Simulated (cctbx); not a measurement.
# Accept or mend?

Cell a = 11.7970 Å, b = 11.7970 Å, c = 11.7970 Å, α = 90.00°, β = 90.00°, γ = 90.00°; space group I23 (no. 197). The compound is Bi12SbS16O4.

Simulated single-crystal data (cctbx): Mo Kα, λ = 0.71073 Å, to d = 0.6 Å, 50 % of the full sphere, strongest reflection 20000 counts, noise from counting, a 3 % proportional error and a noise floor of 4 counts (s.d.); no absorption.

An anisotropic refinement with weights 1/σ² prints:

```text
Rint 0.026, 37 unique reflections to 2.02 A
cycle     R1     wR2    GooF  max shift (A)
   1  0.0076  0.0179   1.615   0.07501
   3  0.0043  0.0085   0.762   0.00001
final R1 0.0043 wR2 0.0085 GooF 0.762  parameters 25  data/parameter 1.5
atom        x        y        z      Ueq    occ   su(xyz)  su(Uiso or U11)
Bi1    0.17641  0.51395  0.31760   0.0141  1.000  0.00027  0.0034  NPD
Sb1    0.00000  0.00000  0.00000   0.0192  1.000  0.00000  0.0048
S1     0.11433  0.11433  0.88567   0.0411  1.000  0.00082  0.0162
S2     0.01588  0.63106  0.25813   0.0046  1.000  0.00232  0.0124  NPD
O1     0.30916  0.30916  0.69084   0.0842  1.000  0.00251  0.0363
difference map: max 0.09 min -0.10 rms 0.03
Q1    0.0000  0.0000  0.3755   12    0.09  2.24 A from Bi1
Q2    0.1236  0.3140  0.1884   24    0.08  1.66 A from O1
Q3    0.9994  0.1863  0.3030   24    0.08  0.30 A from Bi1
Q4    0.0000  0.0000  0.0000    2    0.07  0.00 A from Sb1
Q5    0.1263  0.3123  0.8064   24    0.07  1.65 A from S2
Q6    0.9976  0.3794  0.3702   24    0.06  1.34 A from S2
```

**Question.** Can this result stand? If not, what is the likely fault?

Mend it. The fault: data cut at low resolution. Against the right model at the same level, R1 goes from 0.0097 to 0.0043 and GooF from 0.94 to 0.76, U of Sb1 swells from 0.0042 to 0.0192 Å² and Bi1 and S2 go non-positive-definite. The atoms are right, but there are too few data for the parameters: R1 flatters and the s.u.s grow. Data per parameter fall from 53.5 to 1.5.

The compound is Bi12SbS16O4. The right model at the same level gives:

```text
Rint 0.033, 1338 unique reflections to 0.60 A
cycle     R1     wR2    GooF  max shift (A)
   1  0.0178  0.0436   1.782   0.00563
   2  0.0097  0.0229   0.937   0.00002
final R1 0.0097 wR2 0.0229 GooF 0.937  parameters 25  data/parameter 53.5
atom        x        y        z      Ueq    occ   su(xyz)  su(Uiso or U11)
Bi1    0.17689  0.51380  0.31819   0.0059  1.000  0.00001  0.0000
Sb1    0.00000  0.00000  0.00000   0.0042  1.000  0.00000  0.0001
S1     0.11443  0.11443  0.88557   0.0084  1.000  0.00006  0.0002
S2     0.00996  0.63268  0.26039   0.0095  1.000  0.00006  0.0003
O1     0.30663  0.30663  0.69337   0.0079  1.000  0.00016  0.0005
Flack x: -0.023(4)
Hooft y: -0.013(5)  Bijvoet pairs: 594
difference map: max 0.83 min -0.75 rms 0.16
Q1    0.0432  0.0432  0.0432    8    0.97  0.88 A from Sb1
Q2    0.1380  0.1686  0.2701   24    0.70  1.15 A from O1
Q3    0.0884  0.1859  0.3268   24    0.64  0.88 A from Bi1
Q4    0.0956  0.2760  0.7695   24    0.58  1.52 A from S2
Q5    0.0314  0.4179  0.2451   24    0.58  0.79 A from S2
Q6    0.1422  0.3098  0.6781   24    0.57  1.85 A from S2
```

Isotropic U is held between 0.0001 and 1 Å² by the program, and listed peak heights are interpolated, so they can pass the grid's maximum.

The model was made for the exercise: a known structure type with other elements put in, its volume estimated, not relaxed; displacement parameters are assumed.

[Middle refinement cycles are left out of these outputs.]

[Logs are printed without paths, hosts, clocks, repeated set-up lines and the standing remarks that a program may print on its own settings, such as how far it seeks lower states.]
